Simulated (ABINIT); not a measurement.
# CsPbCl3 (Pm-3m): G0W0 in ABINIT against the plane-wave cutoff

Aim: move the plane-wave cutoff of a G0W0 run on CsPbCl3 (Pm-3m) over a wide range.

Program: ABINIT 10.8.3. Level of theory: PBE and many-body steps on it, plane waves. Results are calculated unless marked as measured.

Report form: the programs' logs are mostly left out.

## (1) The starting structure

It takes space group Pm-3m (No. 221, cubic). Conventional cell: a = 5.605 Å, b = 5.605 Å, c = 5.605 Å, α = 90.00°, β = 90.00°, γ = 90.00°. Cs has 12 Cl at 3.96 Å nearest. Pb has 6 Cl at 2.80 Å nearest. Nearest to Cl lie 2 Pb at 2.80 Å and 4 Cs at 3.96 Å. Farther neighbours and most contacts between anions are not listed.

The cell and positions come from the Crystallography Open Database and are kept as given unless a step says otherwise. Spin-orbit coupling is left out unless a step names it.

## (2) Empty states on the mesh, 2×2×2 mesh, 601 bands

This step: ABINIT 10.8.3; DFT, PBE, plane waves, norm-conserving pseudopotentials.

The sums over transitions need many empty states on a uniform mesh; this step solves for them.

run.abi

```
acell 3*1.0 Angstrom
rprim 
  5.605000000000 0.000000000000 0.000000000000
  0.000000000000 5.605000000000 0.000000000000
  0.000000000000 0.000000000000 5.605000000000
ntypat 3
znucl 55 82 17
natom 5
typat 1 2 3 3 3
xred 
  0.000000000000 0.000000000000 0.000000000000
  0.500000000000 0.500000000000 0.500000000000
  0.500000000000 0.500000000000 0.000000000000
  0.000000000000 0.500000000000 0.500000000000
  0.500000000000 0.000000000000 0.500000000000
pp_dirpath "pseudos"
pseudos "Cs.upf, Pb.upf, Cl.upf"
ecut 25
ngkpt 2 2 2
nshiftk 1
shiftk 0 0 0
kptopt 1
chksymbreak 0
iscf -2
irdden 1
istwfk *1
nband 601
nbdbuf 54
tolwfr 1e-09
nstep 60
prtvol 0
indata_prefix "in"
outdata_prefix "out"
tmpdata_prefix "tmp"
```

Launch:

```sh
OMP_NUM_THREADS=2 mpirun -n 4 abinit run.abi > log
```

Run time: 3.3 min. Hardware: 4 MPI ranks of AMD EPYC 9R45, shared host; peak memory 0.62 GiB.

Numbers from this step:

- gap: 1.933 eV
- k of the valence top: 0.5, 0.5, 0.5
- k of the conduction bottom: 0.5, 0.5, 0.5
- least direct gap: 1.933 eV
- k points computed: 4
- lowest point of the top converged band, above the valence top: 111.6970 eV

On this mesh the gap is 1.933 eV.

The density comes from a self-consistent run that is not shown.

## (3) Empty states on the mesh, 2×2×2 mesh, 162 bands

run.abi: that of step 2 with these lines changed.

```diff
@@ -17,3 +17,3 @@
 pseudos "Cs.upf, Pb.upf, Cl.upf"
-ecut 25
+ecut 15
 ngkpt 2 2 2
@@ -23,10 +23,10 @@
 chksymbreak 0
-iscf -2
 irdden 1
 istwfk *1
-nband 601
-nbdbuf 54
-tolwfr 1e-09
-nstep 60
+nband 162
 prtvol 0
+optdriver 6
+gwr_task "HDIAGO"
+paral_kgb 0
+occopt 1
 indata_prefix "in"
```

Launch:

```sh
OMP_NUM_THREADS=1 mpirun -n 8 abinit run.abi > log
```

Elapsed: 9.5 s, on 8 MPI ranks; peak memory 4.2 GiB; 74 s of CPU time.

This step gave:

| Quantity | Value |
| --- | --- |
| gap | 1.959 eV |
| k of the valence top | 0.5, 0.5, 0.5 |
| k of the conduction bottom | 0.5, 0.5, 0.5 |
| least direct gap | 1.959 eV |
| k points computed | 4 |
| lowest point of the top converged band, above the valence top | 40.96 eV |

On this mesh the gap is 1.959 eV.

## (4) Empty states on the mesh, 2×2×2 mesh, 162 bands

run.abi: that of step 3 with these lines changed.

```diff
@@ -17,3 +17,3 @@
 pseudos "Cs.upf, Pb.upf, Cl.upf"
-ecut 15
+ecut 20
 ngkpt 2 2 2
```

The job ended after 26 s (8 MPI ranks; peak memory 9.1 GiB; 3.4 min of CPU time).

Numbers from this step:

```
gap                                                           : 1.933 eV
k of the valence top                                          : 0.5, 0.5, 0.5
k of the conduction bottom                                    : 0.5, 0.5, 0.5
least direct gap                                              : 1.933 eV
k points computed                                             : 4
lowest point of the top converged band, above the valence top : 40.91 eV
```

On this mesh the gap is 1.933 eV.

## (5) Empty states on the mesh, 2×2×2 mesh, 168 bands

run.abi: that of step 4 with these lines changed.

```diff
@@ -17,3 +17,3 @@
 pseudos "Cs.upf, Pb.upf, Cl.upf"
-ecut 20
+ecut 31
 ngkpt 2 2 2
@@ -23,10 +23,10 @@
 chksymbreak 0
+iscf -2
 irdden 1
 istwfk *1
-nband 162
+nband 168
+nbdbuf 14
+tolwfr 1e-09
+nstep 60
 prtvol 0
-optdriver 6
-gwr_task "HDIAGO"
-paral_kgb 0
-occopt 1
 indata_prefix "in"
```

Launch:

```sh
OMP_NUM_THREADS=2 mpirun -n 4 abinit run.abi > log
```

Elapsed: 48 s, on 4 MPI ranks; peak memory 0.53 GiB.

Numbers from this step:

```yaml
gap: 1.934 eV
k_of_the_valence_top: 0.5, 0.5, 0.5
k_of_the_conduction_bottom: 0.5, 0.5, 0.5
least_direct_gap: 1.934 eV
k_points_computed: 4
lowest_point_of_the_top_converged_band_above_the_valence_top: 40.85 eV
```

On this mesh the gap is 1.934 eV.

## (6) Screening, 2×2×2 mesh, 154 bands, screening to 130.6 eV

The RPA dielectric matrix is built and inverted for each q.

This step: RPA screening on PBE, plane waves, norm-conserving pseudopotentials.

run.abi: that of step 5 with these lines changed.

```diff
@@ -17,3 +17,3 @@
 pseudos "Cs.upf, Pb.upf, Cl.upf"
-ecut 31
+ecut 15
 ngkpt 2 2 2
@@ -23,10 +23,11 @@
 chksymbreak 0
-iscf -2
-irdden 1
 istwfk *1
-nband 168
-nbdbuf 14
-tolwfr 1e-09
-nstep 60
-prtvol 0
+occopt 1
+irdwfk 1
+optdriver 3
+nband 154
+ecuteps 4.8
+inclvkb 2
+awtr 1
+symchi 1
 indata_prefix "in"
```

Launch:

```sh
OMP_NUM_THREADS=1 mpirun -n 8 abinit run.abi > log
```

Elapsed: 8.1 s, on 8 MPI ranks; peak memory 1.6 GiB.

This step gave:

```
ε∞ with local fields, on this mesh, along the program's q direction : 7.094
the same without local fields                                       : 8.189
plasma frequency                                                    : 18.56 eV
plane waves in the screening matrix                                 : 619
```

Local fields lower ε∞ by 13 %. On a Γ-centred mesh this coarse the value itself is usually too large, while a short band sum pulls it down.

## (7) 15 Ha

This step: G0W0 on PBE, plane waves, norm-conserving pseudopotentials.

run.abi: that of step 6 with these lines changed.

```diff
@@ -26,8 +26,17 @@
 irdwfk 1
-optdriver 3
+optdriver 4
 nband 154
+gwcalctyp 0
+ecutsigx 15
+symsigma 1
+nkptgw 2
+kptgw 
+  0.5000000000 0.5000000000 0.5000000000
+  0.0000000000 0.0000000000 0.0000000000
+bdgw 
+  19 25
+  20 25
 ecuteps 4.8
-inclvkb 2
-awtr 1
-symchi 1
+irdscr 1
+ppmodel 1
 indata_prefix "in"
```

Run time: 15 s. Hardware: 8 MPI ranks; peak memory 1.9 GiB.

Numbers from this step:

| Quantity | Value |
| --- | --- |
| G0W0 gap on the points computed | 3.122 eV |
| starting gap on the mesh | 1.959 eV |
| k of the valence top | 0.5, 0.5, 0.5 |
| k of the conduction bottom | 0.5, 0.5, 0.5 |
| Z at the valence top | 0.791 |
| Z at the conduction bottom | 0.82 |
| least direct G0W0 gap on the computed points | 3.122 eV |

## (8) Screening, 2×2×2 mesh, 154 bands, screening to 130.6 eV

This step: RPA screening on PBE, plane waves, norm-conserving pseudopotentials.

run.abi: that of step 7 with these lines changed.

```diff
@@ -17,3 +17,3 @@
 pseudos "Cs.upf, Pb.upf, Cl.upf"
-ecut 15
+ecut 20
 ngkpt 2 2 2
@@ -26,17 +26,8 @@
 irdwfk 1
-optdriver 4
+optdriver 3
 nband 154
-gwcalctyp 0
-ecutsigx 15
-symsigma 1
-nkptgw 2
-kptgw 
-  0.5000000000 0.5000000000 0.5000000000
-  0.0000000000 0.0000000000 0.0000000000
-bdgw 
-  19 25
-  20 25
 ecuteps 4.8
-irdscr 1
-ppmodel 1
+inclvkb 2
+awtr 1
+symchi 1
 indata_prefix "in"
```

The job ended after 9.9 s (8 MPI ranks; peak memory 1.8 GiB).

Numbers from this step:

```yaml
eps_infinity_with_local_fields_on_this_mesh_along_the_program_s_q_direction: 7.172
the_same_without_local_fields: 8.281
plasma_frequency: 18.56 eV
plane_waves_in_the_screening_matrix: 619
```

## (9) 20 Ha

The self-energy is evaluated for the states that the input lists, and the levels follow from it, in one-shot runs by the linearised quasiparticle equation.

This step: G0W0 on PBE, plane waves, norm-conserving pseudopotentials.

run.abi: that of step 8 with these lines changed.

```diff
@@ -26,8 +26,17 @@
 irdwfk 1
-optdriver 3
+optdriver 4
 nband 154
+gwcalctyp 0
+ecutsigx 20
+symsigma 1
+nkptgw 2
+kptgw 
+  0.5000000000 0.5000000000 0.5000000000
+  0.0000000000 0.0000000000 0.0000000000
+bdgw 
+  19 25
+  20 25
 ecuteps 4.8
-inclvkb 2
-awtr 1
-symchi 1
+irdscr 1
+ppmodel 1
 indata_prefix "in"
```

Elapsed: 15 s, on 8 MPI ranks; peak memory 2.1 GiB; 2 min of CPU time.

This step gave:

```
G0W0 gap on the points computed              : 3.08 eV
starting gap on the mesh                     : 1.933 eV
k of the valence top                         : 0.5, 0.5, 0.5
k of the conduction bottom                   : 0.5, 0.5, 0.5
Z at the valence top                         : 0.791
Z at the conduction bottom                   : 0.82
least direct G0W0 gap on the computed points : 3.08 eV
```

The gap on the mesh goes from 1.93 eV to 3.08 eV, a correction of +1.15 eV.

## (10) Screening, 2×2×2 mesh, 154 bands, screening to 130.6 eV

This step: RPA screening on PBE, plane waves, norm-conserving pseudopotentials.

run.abi: that of step 9 with these lines changed.

```diff
@@ -17,3 +17,3 @@
 pseudos "Cs.upf, Pb.upf, Cl.upf"
-ecut 20
+ecut 25
 ngkpt 2 2 2
@@ -26,17 +26,8 @@
 irdwfk 1
-optdriver 4
+optdriver 3
 nband 154
-gwcalctyp 0
-ecutsigx 20
-symsigma 1
-nkptgw 2
-kptgw 
-  0.5000000000 0.5000000000 0.5000000000
-  0.0000000000 0.0000000000 0.0000000000
-bdgw 
-  19 25
-  20 25
 ecuteps 4.8
-irdscr 1
-ppmodel 1
+inclvkb 2
+awtr 1
+symchi 1
 indata_prefix "in"
```

It took 9.6 s on 8 MPI ranks; peak memory 2.2 GiB.

Numbers from this step:

```yaml
eps_infinity_with_local_fields_on_this_mesh_along_the_program_s_q_direction: 7.168
the_same_without_local_fields: 8.277
plasma_frequency: 18.56 eV
plane_waves_in_the_screening_matrix: 619
```

## (11) 25 Ha

This step: G0W0 on PBE, plane waves, norm-conserving pseudopotentials.

run.abi: that of step 10 with these lines changed.

```diff
@@ -26,8 +26,17 @@
 irdwfk 1
-optdriver 3
+optdriver 4
 nband 154
+gwcalctyp 0
+ecutsigx 25
+symsigma 1
+nkptgw 2
+kptgw 
+  0.5000000000 0.5000000000 0.5000000000
+  0.0000000000 0.0000000000 0.0000000000
+bdgw 
+  19 25
+  20 25
 ecuteps 4.8
-inclvkb 2
-awtr 1
-symchi 1
+irdscr 1
+ppmodel 1
 indata_prefix "in"
```

Wall time 14 s (8 MPI ranks); peak memory 2.4 GiB; 1.8 min of CPU time.

Numbers from this step:

- G0W0 gap on the points computed: 3.08 eV
- starting gap on the mesh: 1.933 eV
- k of the valence top: 0.5, 0.5, 0.5
- k of the conduction bottom: 0.5, 0.5, 0.5
- least direct G0W0 gap on the computed points: 3.08 eV

Against the run before, the gap moves by +0.000 eV.

## (12) Screening, 2×2×2 mesh, 154 bands, screening to 130.6 eV

This step: RPA screening on PBE, plane waves, norm-conserving pseudopotentials.

run.abi: that of step 11 with these lines changed.

```diff
@@ -17,3 +17,3 @@
 pseudos "Cs.upf, Pb.upf, Cl.upf"
-ecut 25
+ecut 31
 ngkpt 2 2 2
@@ -26,17 +26,8 @@
 irdwfk 1
-optdriver 4
+optdriver 3
 nband 154
-gwcalctyp 0
-ecutsigx 25
-symsigma 1
-nkptgw 2
-kptgw 
-  0.5000000000 0.5000000000 0.5000000000
-  0.0000000000 0.0000000000 0.0000000000
-bdgw 
-  19 25
-  20 25
 ecuteps 4.8
-irdscr 1
-ppmodel 1
+inclvkb 2
+awtr 1
+symchi 1
 indata_prefix "in"
```

It took 17 s on 8 MPI ranks; peak memory 2.8 GiB.

This step gave:

```
ε∞ with local fields, on this mesh, along the program's q direction : 7.166
the same without local fields                                       : 8.274
plasma frequency                                                    : 18.56 eV
plane waves in the screening matrix                                 : 619
```

## (13) 31 Ha

This step: G0W0 on PBE, plane waves, norm-conserving pseudopotentials.

run.abi: that of step 12 with these lines changed.

```diff
@@ -26,8 +26,17 @@
 irdwfk 1
-optdriver 3
+optdriver 4
 nband 154
+gwcalctyp 0
+ecutsigx 31
+symsigma 1
+nkptgw 2
+kptgw 
+  0.5000000000 0.5000000000 0.5000000000
+  0.0000000000 0.0000000000 0.0000000000
+bdgw 
+  19 25
+  20 25
 ecuteps 4.8
-inclvkb 2
-awtr 1
-symchi 1
+irdscr 1
+ppmodel 1
 indata_prefix "in"
```

Wall time 16 s (8 MPI ranks); peak memory 2.8 GiB; 2.2 min of CPU time.

This step gave:

```
G0W0 gap on the points computed              : 3.083 eV
starting gap on the mesh                     : 1.934 eV
k of the valence top                         : 0.5, 0.5, 0.5
k of the conduction bottom                   : 0.5, 0.5, 0.5
least direct G0W0 gap on the computed points : 3.083 eV
```

Against the run before, the gap moves by +0.003 eV.

## (14) The runs together

Times are wall times on 8 MPI ranks of AMD EPYC 9R45, shared host, good to a factor of about two. A run's time includes the screening step that it read.

| run | mesh | bands | screening cutoff (eV) | DFT gap (eV) | gap on the mesh (eV) | direct (eV) | ε∞ used | time |
| --- | --- | --- | --- | --- | --- | --- | --- | --- |
| 15 Ha | 2×2×2 | 154 | 130.6 | 1.959 | 3.122 | 3.122 | 7.09 | 23 s |
| 20 Ha | 2×2×2 | 154 | 130.6 | 1.933 | 3.080 | 3.080 | 7.17 | 25 s |
| 25 Ha | 2×2×2 | 154 | 130.6 | 1.933 | 3.080 | 3.080 | 7.17 | 23 s |
| 31 Ha | 2×2×2 | 154 | 130.6 | 1.934 | 3.083 | 3.083 | 7.17 | 34 s |

## (15) What came out

```
15 Ha        : 3.122 eV
20 Ha        : 3.080 eV
25 Ha        : 3.080 eV
31 Ha        : 3.083 eV
known limits : not at the basis limit; exchange with frozen shells missing; no spin-orbit coupling; coarse k mesh
```

In words: The setting moved: plane-wave cutoff. From 15 Ha to 31 Ha the gap moves by −0.04 eV. It holds to 0.03 eV from 20 Ha on. Bands and screening cutoff are coupled, so a series along one setting does not show full convergence. Bands and cutoff are finite, so the gap is not at the basis limit. The miss can reach some tenths of an eV and take either sign; the mesh is an error of its own. In the G0W0 runs levels were corrected at 2 k points alone, so a gap called «on the mesh» is the least over those, and an edge elsewhere would be missed. The 2×2×2 mesh is coarse for this cell, which bears on the long-range parts of exchange and screening. Where an edge is built on 6p states of lead, bismuth or thallium, scalar-relativistic gaps usually stand too wide, by a few tenths to over one eV. This is the ideal cubic cell; many perovskites, halides above all, are cubic only on average, and local tilts or off-centring can widen the gap. The norm-conserving file of at least one element keeps a d shell over frozen s and p shells of the same row. Exchange with those shells is missing from the self-energy, an error of 0.3 to 0.9 eV in cases checked, whose sign depends on which edge lies on those atoms. The many-body steps are scalar-relativistic: spin-orbit coupling is not in them.

[Paths, hosts, dates, memory and timing lines, banners, echoed tables and standing remarks are left out of the program output.]

[Logs are printed without paths, hosts, clocks, repeated set-up lines and the standing remarks that a program may print on its own settings, such as how far it seeks lower states.]

[Runs of the session that timed out or met a known fault of the program may be left out.]

[Hosts, paths, dates, database ids (printed as entryN), source tags and the programs' standing remarks are cut or masked in the printed files.]

[G0W0 gaps are taken among the corrected bands and points alone; a level outside them can change the order at an edge.]

[Where Ansatz stands beside ABINIT at settings called matched, ABINIT's density can come from a denser mesh and the files from another edition; pairs whose starting gaps differed by over 0.03 eV were left out, so agreement reads better than it is.]
